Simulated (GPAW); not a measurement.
**Geometry or basis: what sets the conductance of BN in line between two Na chains**

Aim: the conductance of BN in line between two Na chains after relaxation, and whether geometry, basis or functional moves it most.

Program: GPAW 26.7.0. Level of theory: GPAW LCAO, PAW setups; relaxation of the junction within the symmetry of its start, lead ends held, in the first sound run; inputs show where later runs differ. Results are calculated unless marked as measured.

## Step 1: Set-up

The cell holds 16 atoms: 14 Na, 1 B and 1 N. Its edges and angles: a = 9.000 Å, b = 9.000 Å, c = 48.625 Å, α = 90.0°, β = 90.0°, γ = 90.0°. Regions: left lead, 7 atoms (7 Na); channel, 2 atoms (1 B and 1 N); right lead, 7 atoms (7 Na). Vacuum lies along a and b. The structure is stacked along c, and the current runs across the ab planes.

## Step 2: Relaxation

Transmission follows bond lengths closely, so the atoms between the held lead ends are relaxed first, within whatever symmetry the start has.

Contents of run.py:

```python
import json
from ase import Atoms
from ase.constraints import FixAtoms
from ase.optimize import BFGS
from gpaw import GPAW, FermiDirac

device = Atoms(
    ['Na', 'Na', 'Na', 'Na', 'Na', 'Na', 'Na', 'B', 'N', 'Na', 'Na', 'Na', 'Na', 'Na', 'Na', 'Na'],
    positions=[
        [4.50000, 4.50000, 1.65000],
        [4.50000, 4.50000, 4.95000],
        [4.50000, 4.50000, 8.25000],
        [4.50000, 4.50000, 11.55000],
        [4.50000, 4.50000, 14.85000],
        [4.50000, 4.50000, 18.15000],
        [4.50000, 4.50000, 21.45000],
        [4.50000, 4.50000, 23.77510],
        [4.50000, 4.50000, 25.05510],
        [4.50000, 4.50000, 27.17520],
        [4.50000, 4.50000, 30.47520],
        [4.50000, 4.50000, 33.77520],
        [4.50000, 4.50000, 37.07520],
        [4.50000, 4.50000, 40.37520],
        [4.50000, 4.50000, 43.67520],
        [4.50000, 4.50000, 46.97520]],
    cell=[[9.0, 0.0, 0.0], [0.0, 9.0, 0.0], [0.0, 0.0, 48.6252]],
    pbc=True)

device.set_constraint(FixAtoms([0, 1, 2, 3, 4, 5, 10, 11, 12, 13, 14, 15]))
device.calc = GPAW(mode='lcao', basis='dzp', xc='PBE', h=0.18,
                   kpts={'size': (1, 1, 2), 'gamma': True},
                   symmetry={'tolerance': 1e-3, 'extra_ids': [1, 1, 1, 1, 1, 1, 0, 0, 0, 0, 1, 1, 1, 1, 1, 1]},
                   occupations=FermiDirac(0.1), maxiter=250,
                   mixer=dict(beta=0.1, nmaxold=8, weight=100.0),
                   convergence=dict(density=0.0001), txt='relax.txt')
path = []
opt = BFGS(device, maxstep=0.15)
opt.attach(lambda: path.append((device.get_potential_energy(), device.positions.tolist(), device.get_forces().tolist())))
relaxed = bool(opt.run(fmax=0.05, steps=50))
json.dump(dict(relaxed=relaxed, path=path, positions=device.positions.tolist(), moments=device.get_magnetic_moments().tolist(),
               forces=device.get_forces(apply_constraint=False).tolist()), open('result.json', 'w'))
```

Started as:

```sh
$ OMP_NUM_THREADS=1 OPENBLAS_NUM_THREADS=1 python run.py
```

What it wrote:

```text
Step          Energy          fmax
BFGS:    0      -22.523852        1.166544
BFGS:    1      -22.525230        1.052954
BFGS:    2      -22.533011        0.238544
BFGS:    3      -22.534299        0.198844
BFGS:    4      -22.536171        0.144184
BFGS:    5      -22.537459        0.120640
BFGS:    6      -22.537684        0.059117
BFGS:    7      -22.537784        0.041142
```

Run time: 10 min. Hardware: 1 thread of Arm Neoverse V2, shared host; peak memory 2.3 GiB.

Relaxation path:

| step | energy less that of the first step (eV) | largest force (eV/Å) |
| --- | --- | --- |
| 1 | 0.0000 | 1.1665 |
| 2 | 0.0020 | 1.0530 |
| 3 | -0.0075 | 0.2385 |
| 4 | -0.0089 | 0.1988 |
| 5 | -0.0107 | 0.1442 |
| 6 | -0.0118 | 0.1206 |
| 7 | -0.0117 | 0.0591 |
| 8 | -0.0116 | 0.0411 |

The atoms that moved most (Å):

| atom | dx | dy | dz | length |
| --- | --- | --- | --- | --- |
| Na7 | 0.000 | 0.000 | -0.042 | 0.042 |
| N9 | 0.000 | 0.000 | 0.019 | 0.019 |

The relaxation lowered the energy of the cell by 0.0116 eV (energies extrapolated to zero smearing; the optimiser's log prints free energies). The largest force left on a free atom is 0.041 eV/Å.

## Step 3: Double-zeta polarised basis

Localised orbitals split the wire into layers that couple to their neighbours alone, which is what the Green's function method needs; double zeta with polarisation is the usual level for numbers.

This step: GPAW LCAO, PAW setups; Landauer transmission from Green's functions with principal layers (ASE), zero bias (GPAW 26.7.0).

Contents of run.py:

```python
import json
import numpy as np
from ase import Atoms
from ase.transport.calculators import TransportCalculator
from gpaw import GPAW, FermiDirac
from gpaw.lcao.tools import get_lcao_hamiltonian
from scipy.linalg import eigh

# The junction with lead layers at both ends, along the third cell vector
device = Atoms(
    ['Na', 'Na', 'Na', 'Na', 'Na', 'Na', 'Na', 'B', 'N', 'Na', 'Na', 'Na', 'Na', 'Na', 'Na', 'Na'],
    positions=[
        [4.50000, 4.50000, 1.65000],
        [4.50000, 4.50000, 4.95000],
        [4.50000, 4.50000, 8.25000],
        [4.50000, 4.50000, 11.55000],
        [4.50000, 4.50000, 14.85000],
        [4.50000, 4.50000, 18.15000],
        [4.50000, 4.50000, 21.40777],
        [4.50000, 4.50000, 23.77860],
        [4.50000, 4.50000, 25.07454],
        [4.50000, 4.50000, 27.17338],
        [4.50000, 4.50000, 30.47520],
        [4.50000, 4.50000, 33.77520],
        [4.50000, 4.50000, 37.07520],
        [4.50000, 4.50000, 40.37520],
        [4.50000, 4.50000, 43.67520],
        [4.50000, 4.50000, 46.97520]],
    cell=[[9.0, 0.0, 0.0], [0.0, 9.0, 0.0], [0.0, 0.0, 48.6252]],
    pbc=True)

# One principal layer of the lead: the first 4 atoms of the device
lead = Atoms(
    ['Na', 'Na', 'Na', 'Na'],
    positions=[
        [4.50000, 4.50000, 1.65000],
        [4.50000, 4.50000, 4.95000],
        [4.50000, 4.50000, 8.25000],
        [4.50000, 4.50000, 11.55000]],
    cell=[[9.0, 0.0, 0.0], [0.0, 9.0, 0.0], [0.0, 0.0, 13.2]],
    pbc=True)

settings = dict(mode='lcao', basis='dzp', xc='PBE', h=0.18,
                occupations=FermiDirac(0.1), maxiter=250,
                mixer=dict(beta=0.1, nmaxold=8, weight=100.0),
                convergence=dict(density=0.0001))
energies = np.arange(-2, 2 + 1e-9, 0.025)
eta = 0.0001
n1, n2 = 1, 1
# k and -k transmit alike, so half of the mesh across the current serves
mesh = [(i, j) for i in range(n1) for j in range(n2) if (i, j) <= (-i % n1, -j % n2)]
weights = np.array([1 if (i, j) == (-i % n1, -j % n2) else 2 for i, j in mesh]) / (n1 * n2)

# [... helper functions left out ...]
fermi_lead = ground_state(lead, (1, 1, 9), 'lead.txt')
fermi_device = ground_state(device, (1, 1, 2), 'device.txt')
# [... loop over the mesh left out, but for ...]
        # Shift the lead onto the potential of the device's first layer
        shift = ((H[:, 0, 0] - H0[:, 0, 0]) / S0[0, 0]).real.mean()
# [...]
kT = 8.617333e-5 * 300
bias = [0.1, 0.2, 0.5, 1.0, 1.5, 2.0]
# [... integrals and printing left out ...]
```

What it wrote:

```text
basis functions: device 264, principal layer 68
Fermi level: lead -2.4843 eV, device -2.6986 eV; lead shifted by 0.0008 eV
largest coupling past the next layer 4.16e-12 eV, largest misfit of the first layer 0.016 eV
  E-E_F (eV)   T (one spin)  channels
    -2.000    2.9704e-11    0.0000
    -1.975    2.9631e-11    0.0000
    -1.950    2.9556e-11    0.0000
    -1.925    2.9479e-11    0.0000
    -1.900    2.9400e-11    0.0000
    -1.875    2.9318e-11    0.0000
    -1.850    2.9235e-11    0.0000
    -1.825    2.9149e-11    0.0000
    -1.800    2.9061e-11    0.0000
    -1.775    2.8970e-11    0.0000
    -1.750    2.8877e-11    0.0000
    -1.725    2.8780e-11    0.0000
    -1.700    2.8681e-11    0.0000
    -1.675    2.8579e-11    0.0000
    -1.650    2.8473e-11    0.0000
    -1.625    2.8363e-11    0.0000
[...]
1.825    2.0588e-02    3.0000
     1.850    2.0200e-02    3.0000
     1.875    1.9758e-02    3.0000
     1.900    1.9250e-02    3.0000
     1.925    1.8662e-02    3.0000
     1.950    1.7974e-02    3.0000
     1.975    1.7161e-02    3.0000
     2.000    1.6190e-02    3.0000
conductance at 300 K: 0.12378 G0 a cell; thermopower 20.9 uV/K
current from the zero-bias T(E) at 0.1 V: 0.96072 uA
current from the zero-bias T(E) at 0.2 V: 1.9317 uA
current from the zero-bias T(E) at 0.5 V: 5.0196 uA
current from the zero-bias T(E) at 1.0 V: 12.195 uA
current from the zero-bias T(E) at 1.5 V: 18.581 uA
current from the zero-bias T(E) at 2.0 V: 19.27 uA
```

The job ended after 2.8 min (1 thread; peak memory 2.6 GiB).

This step gave:

* conductance: 0.1238 G₀
* thermopower: 20.90 μV/K
* largest coupling past the next principal layer: 4.16e-12 eV
* largest misfit of the first principal layer: 0.01605 eV
* shift that aligns the lead: 7.82e-4 eV
* basis functions of the junction: 264
* basis functions of a principal layer: 68
* transmission at the Fermi level (one spin): 0.1232
* open channels of the lead at the Fermi level (one spin): 1

One spin. The transmission, zone mean by energy, zero at the Fermi level:

energy (eV), transmission, zone mean and a bar:
```
   -2.000      0.000 
   -1.900      0.000 
   -1.800      0.000 
   -1.700      0.000 
   -1.600      0.000 
   -1.500      0.000 
   -1.400      0.000 
   -1.300      0.000 
   -1.200      0.000 
   -1.100      0.000 
   -1.000      0.000 
   -0.900      0.000 
   -0.825      0.042 ###
   -0.800      0.000 
   -0.700      0.105 ######
   -0.600      0.423 ##########################
   -0.550      0.492 ##############################
   -0.500      0.464 ############################
   -0.400      0.336 #####################
   -0.300      0.250 ###############
   -0.200      0.200 ############
   -0.100      0.161 ##########
    0.000      0.123 ########
    0.100      0.091 ######
    0.200      0.067 ####
    0.300      0.052 ###
    0.400      0.043 ###
    0.500      0.037 ##
    0.600      0.034 ##
    0.700      0.031 ##
    0.800      0.029 ##
    0.900      0.028 ##
    1.000      0.026 ##
    1.100      0.025 ##
    1.200      0.025 ##
    1.300      0.024 #
    1.400      0.024 #
    1.500      0.023 #
    1.600      0.023 #
    1.700      0.022 #
    1.800      0.021 #
    1.900      0.019 #
    2.000      0.016 #
```

Crossings of the lead's bands, unfolded to its shortest repeat. Open channels, zone mean against energy, zero at the Fermi level:

| energy (eV) | open channels, zone mean |
| --- | --- |
| -0.900 | 0 |
| -0.800 | 1 |
| -0.700 | 1 |
| -0.600 | 1 |
| -0.500 | 1 |
| -0.400 | 1 |
| -0.300 | 1 |
| -0.200 | 1 |
| -0.100 | 1 |
| 0.000 | 1 |
| 0.100 | 1 |
| 0.200 | 1 |
| 0.300 | 1 |
| 0.400 | 1 |
| 0.500 | 1 |
| 0.600 | 1 |
| 0.700 | 1 |
| 0.800 | 1 |
| 0.900 | 1 |
| 1.000 | 1 |
| 1.100 | 1 |
| 1.200 | 1 |
| 1.300 | 1 |
| 1.400 | 1 |
| 1.500 | 1 |
| 1.600 | 1 |
| 1.700 | 1 |
| 1.800 | 3 |
| 1.900 | 3 |
| 2.000 | 3 |

Not self-consistent under bias; the bias window is split evenly. Current through one cell, from the zero-bias transmission against bias:

| bias (V) | current through one cell, from the zero-bias transmission (μA) |
| --- | --- |
| 0.100 | 0.961 |
| 0.200 | 1.93 |
| 0.500 | 5.02 |
| 1.000 | 12.2 |
| 1.500 | 18.6 |
| 2.000 | 19.3 |

The transmission of the three most open eigenchannels by energy, zero at the Fermi level:

| energy (eV) | channel 1 | channel 2 | channel 3 |
| --- | --- | --- | --- |
| -0.900 | 4.6e-11 | 2.5e-12 | 0 |
| -0.800 | 2.5e-4 | 9.8e-8 | 6.6e-12 |
| -0.700 | 0.105 | 1.2e-11 | 0 |
| -0.600 | 0.423 | 1.9e-11 | 1.6e-12 |
| -0.500 | 0.464 | 2.1e-11 | 1.9e-12 |
| -0.400 | 0.336 | 2.1e-11 | 1.9e-12 |
| -0.300 | 0.250 | 2.1e-11 | 1.9e-12 |
| -0.200 | 0.200 | 2.1e-11 | 1.9e-12 |
| -0.100 | 0.161 | 2.1e-11 | 1.9e-12 |
| 0.000 | 0.123 | 2.0e-11 | 1.8e-12 |
| 0.100 | 0.0907 | 2.0e-11 | 1.8e-12 |
| 0.200 | 0.0673 | 2.0e-11 | 1.7e-12 |
| 0.300 | 0.0523 | 1.9e-11 | 1.7e-12 |
| 0.400 | 0.0431 | 1.9e-11 | 1.6e-12 |
| 0.500 | 0.0374 | 1.8e-11 | 1.6e-12 |
| 0.600 | 0.0338 | 1.7e-11 | 1.5e-12 |
| 0.700 | 0.0313 | 1.7e-11 | 1.4e-12 |
| 0.800 | 0.0293 | 1.6e-11 | 1.3e-12 |
| 0.900 | 0.0277 | 1.6e-11 | 1.2e-12 |
| 1.000 | 0.0264 | 1.5e-11 | 1.2e-12 |
| 1.100 | 0.0254 | 1.4e-11 | 1.1e-12 |
| 1.200 | 0.0247 | 1.4e-11 | 0 |
| 1.300 | 0.0242 | 1.3e-11 | 0 |
| 1.400 | 0.0238 | 1.2e-11 | 0 |
| 1.500 | 0.0233 | 1.2e-11 | 0 |
| 1.600 | 0.0227 | 1.1e-11 | 0 |
| 1.700 | 0.0220 | 1.0e-11 | 0 |
| 1.800 | 0.0209 | 4.6e-6 | 4.6e-6 |
| 1.900 | 0.0192 | 4.4e-5 | 4.4e-5 |
| 2.000 | 0.0159 | 1.5e-4 | 1.5e-4 |

Couplings past the next layer reach 4.2e-12 eV, small enough to drop; the matrix elements of the cell's first layer differ from the bulk lead's by up to 0.016 eV. That layer keeps its own values in the calculation, and only beyond it is the lead taken as perfect. The Fermi levels of lead and junction count from different zeros of potential, one for each periodic cell; with both set to zero, the small remaining shift is what aligns them. By hand: G = 0.1238 × 77.48 μS = 9.59 μS, a resistance of 104 kΩ; at 0.1 V a linear junction would pass 0.959 μA, and the integral over the bias window gives 0.961 μA. Mott's formula, S = -(π²/3)(k_B²T/e) d ln T/dE, has the prefactor 7.33 μV/K·eV at 300 K; T = 0.1324 at -0.025 eV and 0.1144 at 0.025 eV give a slope of -2.93 per eV and S = 21.5 μV/K, beside 20.9 μV/K from the thermal integral, which interpolates the same grid.

## Step 4: GPAW, szp: basis = "szp(dzp)"

One radial function a shell plus polarisation makes the matrices smaller; the question is what that costs.

run.py: that of step 3 with these lines changed.

```diff
@@ -42,3 +42,3 @@
 
-settings = dict(mode='lcao', basis='dzp', xc='PBE', h=0.18,
+settings = dict(mode='lcao', basis='szp(dzp)', xc='PBE', h=0.18,
                 occupations=FermiDirac(0.1), maxiter=250,
```

What it wrote:

```text
basis functions: device 158, principal layer 40
Fermi level: lead -2.5059 eV, device -2.7378 eV; lead shifted by 0.0017 eV
largest coupling past the next layer 4.06e-12 eV, largest misfit of the first layer 0.018 eV
  E-E_F (eV)   T (one spin)  channels
    -2.000    7.4388e-11    0.0000
    -1.975    7.4300e-11    0.0000
    -1.950    7.4213e-11    0.0000
    -1.925    7.4127e-11    0.0000
    -1.900    7.4042e-11    0.0000
    -1.875    7.3957e-11    0.0000
    -1.850    7.3873e-11    0.0000
    -1.825    7.3790e-11    0.0000
    -1.800    7.3708e-11    0.0000
    -1.775    7.3627e-11    0.0000
    -1.750    7.3548e-11    0.0000
    -1.725    7.3470e-11    0.0000
    -1.700    7.3394e-11    0.0000
    -1.675    7.3321e-11    0.0000
    -1.650    7.3249e-11    0.0000
    -1.625    7.3181e-11    0.0000
[...]
1.825    3.4162e-02    3.0000
     1.850    3.3945e-02    3.0000
     1.875    3.3659e-02    3.0000
     1.900    3.3288e-02    3.0000
     1.925    3.2811e-02    3.0000
     1.950    3.2201e-02    3.0000
     1.975    3.1425e-02    3.0000
     2.000    3.0438e-02    3.0000
conductance at 300 K: 0.12178 G0 a cell; thermopower 22.23 uV/K
current from the zero-bias T(E) at 0.1 V: 0.94592 uA
current from the zero-bias T(E) at 0.2 V: 1.9063 uA
current from the zero-bias T(E) at 0.5 V: 5.034 uA
current from the zero-bias T(E) at 1.0 V: 12.856 uA
current from the zero-bias T(E) at 1.5 V: 18.422 uA
current from the zero-bias T(E) at 2.0 V: 19.145 uA
```

The job ended after 2.5 min (1 thread; peak memory 2.5 GiB).

This step gave:

```
conductance                                    : 0.1218 G₀
thermopower                                    : 22.23 μV/K
largest coupling past the next principal layer : 4.06e-12 eV
largest misfit of the first principal layer    : 0.01811 eV
shift that aligns the lead                     : 0.001716 eV
basis functions of the junction                : 158
basis functions of a principal layer           : 40
transmission at the Fermi level (one spin)     : 0.1210
```

One spin. The transmission, zone mean by energy, zero at the Fermi level:

| energy (eV) | transmission, zone mean |
| --- | --- |
| -2.000 | 7.4e-11 |
| -1.900 | 7.4e-11 |
| -1.800 | 7.4e-11 |
| -1.700 | 7.3e-11 |
| -1.600 | 7.3e-11 |
| -1.500 | 7.3e-11 |
| -1.400 | 7.3e-11 |
| -1.300 | 7.3e-11 |
| -1.200 | 7.3e-11 |
| -1.100 | 7.4e-11 |
| -1.000 | 7.7e-11 |
| -0.900 | 8.2e-11 |
| -0.800 | 0.00407 |
| -0.700 | 0.0637 |
| -0.600 | 0.316 |
| -0.500 | 0.518 |
| -0.400 | 0.381 |
| -0.300 | 0.270 |
| -0.200 | 0.207 |
| -0.100 | 0.162 |
| 0.000 | 0.121 |
| 0.100 | 0.0879 |
| 0.200 | 0.0649 |
| 0.300 | 0.0507 |
| 0.400 | 0.0425 |
| 0.500 | 0.0378 |
| 0.600 | 0.0351 |
| 0.700 | 0.0335 |
| 0.800 | 0.0325 |
| 0.900 | 0.0318 |
| 1.000 | 0.0315 |
| 1.100 | 0.0316 |
| 1.200 | 0.0320 |
| 1.300 | 0.0326 |
| 1.400 | 0.0333 |
| 1.500 | 0.0340 |
| 1.600 | 0.0344 |
| 1.700 | 0.0346 |
| 1.800 | 0.0343 |
| 1.900 | 0.0333 |
| 2.000 | 0.0304 |

Crossings of the lead's bands, unfolded to its shortest repeat. The open channels, zone mean by energy, zero at the Fermi level:

| energy (eV) | open channels, zone mean |
| --- | --- |
| -1.000 | 0 |
| -0.800 | 1 |
| -0.600 | 1 |
| -0.400 | 1 |
| -0.200 | 1 |
| 0.000 | 1 |
| 0.200 | 1 |
| 0.400 | 1 |
| 0.600 | 1 |
| 0.800 | 1 |
| 1.000 | 1 |
| 1.200 | 1 |
| 1.400 | 1 |
| 1.600 | 1 |
| 1.800 | 3 |
| 2.000 | 3 |

Not self-consistent under bias; the bias window is split evenly. Current through one cell, from the zero-bias transmission against bias:

| bias (V) | current through one cell, from the zero-bias transmission (μA) |
| --- | --- |
| 0.100 | 0.946 |
| 0.200 | 1.91 |
| 0.500 | 5.03 |
| 1.000 | 12.9 |
| 1.500 | 18.4 |
| 2.000 | 19.1 |

Transmission of the three most open eigenchannels against energy, zero at the Fermi level:

| energy (eV) | channel 1 | channel 2 | channel 3 |
| --- | --- | --- | --- |
| -1.000 | 7.7e-11 | 0 | 0 |
| -0.800 | 0.00407 | 3.5e-11 | 0 |
| -0.600 | 0.316 | 5.9e-11 | 0 |
| -0.400 | 0.381 | 5.9e-11 | 0 |
| -0.200 | 0.207 | 5.8e-11 | 0 |
| 0.000 | 0.121 | 5.5e-11 | 0 |
| 0.200 | 0.0649 | 5.2e-11 | 0 |
| 0.400 | 0.0425 | 4.8e-11 | 0 |
| 0.600 | 0.0351 | 4.3e-11 | 0 |
| 0.800 | 0.0325 | 3.8e-11 | 0 |
| 1.000 | 0.0315 | 3.3e-11 | 0 |
| 1.200 | 0.0320 | 2.9e-11 | 0 |
| 1.400 | 0.0333 | 2.5e-11 | 0 |
| 1.600 | 0.0344 | 2.2e-11 | 0 |
| 1.800 | 0.0343 | 2.9e-6 | 2.9e-6 |
| 2.000 | 0.0302 | 1.1e-4 | 1.1e-4 |

The conductance, 0.122 G₀, lies 1.6 % below that of the dzp run.

## Step 5: GPAW, sz: basis = "sz(dzp)"

The minimal basis is the cheapest rung: no second zeta and no polarisation.

run.py: that of step 4 with these lines changed.

```diff
@@ -42,3 +42,3 @@
 
-settings = dict(mode='lcao', basis='szp(dzp)', xc='PBE', h=0.18,
+settings = dict(mode='lcao', basis='sz(dzp)', xc='PBE', h=0.18,
                 occupations=FermiDirac(0.1), maxiter=250,
```

What it wrote:

```text
basis functions: device 106, principal layer 28
Fermi level: lead -2.4843 eV, device -2.7248 eV; lead shifted by -0.0011 eV
largest coupling past the next layer 4.26e-12 eV, largest misfit of the first layer 0.015 eV
  E-E_F (eV)   T (one spin)  channels
    -2.000    6.0815e-14    0.0000
    -1.975    6.0583e-14    0.0000
    -1.950    6.0350e-14    0.0000
[...]
1.975    4.7354e-02    3.0000
     2.000    4.6780e-02    3.0000
conductance at 300 K: 0.13082 G0 a cell; thermopower 24.84 uV/K
current from the zero-bias T(E) at 0.1 V: 1.0178 uA
current from the zero-bias T(E) at 0.2 V: 2.0611 uA
current from the zero-bias T(E) at 0.5 V: 5.6295 uA
current from the zero-bias T(E) at 1.0 V: 14.661 uA
current from the zero-bias T(E) at 1.5 V: 18.58 uA
current from the zero-bias T(E) at 2.0 V: 19.308 uA
```

Run time: 97 s. Hardware: 1 thread; peak memory 2.3 GiB.

Numbers from this step:

* conductance: 0.1308 G₀
* thermopower: 24.84 μV/K
* largest coupling past the next principal layer: 4.26e-12 eV
* largest misfit of the first principal layer: 0.01450 eV
* shift that aligns the lead: -0.001148 eV
* basis functions of the junction: 106
* basis functions of a principal layer: 28
* transmission at the Fermi level (one spin): 0.1294

One spin. Transmission, zone mean against energy, zero at the Fermi level:

energy (eV), transmission, zone mean and a bar:
```
   -2.000      0.000 
   -1.900      0.000 
   -1.800      0.000 
   -1.700      0.000 
   -1.600      0.000 
   -1.500      0.000 
   -1.400      0.000 
   -1.300      0.000 
   -1.200      0.000 
   -1.100      0.000 
   -1.000      0.000 
   -0.900      0.000 
   -0.800      0.002 
   -0.700      0.032 ##
   -0.600      0.162 #########
   -0.500      0.452 ##########################
   -0.450      0.528 ##############################
   -0.400      0.495 ############################
   -0.300      0.345 ####################
   -0.200      0.246 ##############
   -0.100      0.180 ##########
    0.000      0.129 #######
    0.100      0.092 #####
    0.200      0.067 ####
    0.300      0.052 ###
    0.400      0.043 ##
    0.500      0.039 ##
    0.600      0.037 ##
    0.700      0.035 ##
    0.800      0.035 ##
    0.900      0.035 ##
    1.000      0.035 ##
    1.100      0.036 ##
    1.200      0.037 ##
    1.300      0.039 ##
    1.400      0.040 ##
    1.500      0.042 ##
    1.600      0.044 ###
    1.700      0.046 ###
    1.800      0.047 ###
    1.900      0.048 ###
    2.000      0.047 ###
```

The conductance, 0.131 G₀, lies 5.7 % above that of the dzp run.

[end of part 1 of 2]

[Logs are printed without paths, hosts, clocks, repeated set-up lines and the standing remarks that a program may print on its own settings, such as how far it seeks lower states.]

[Hosts, paths, dates, database ids (printed as entryN), source tags and the programs' standing remarks are cut or masked in the printed files.]
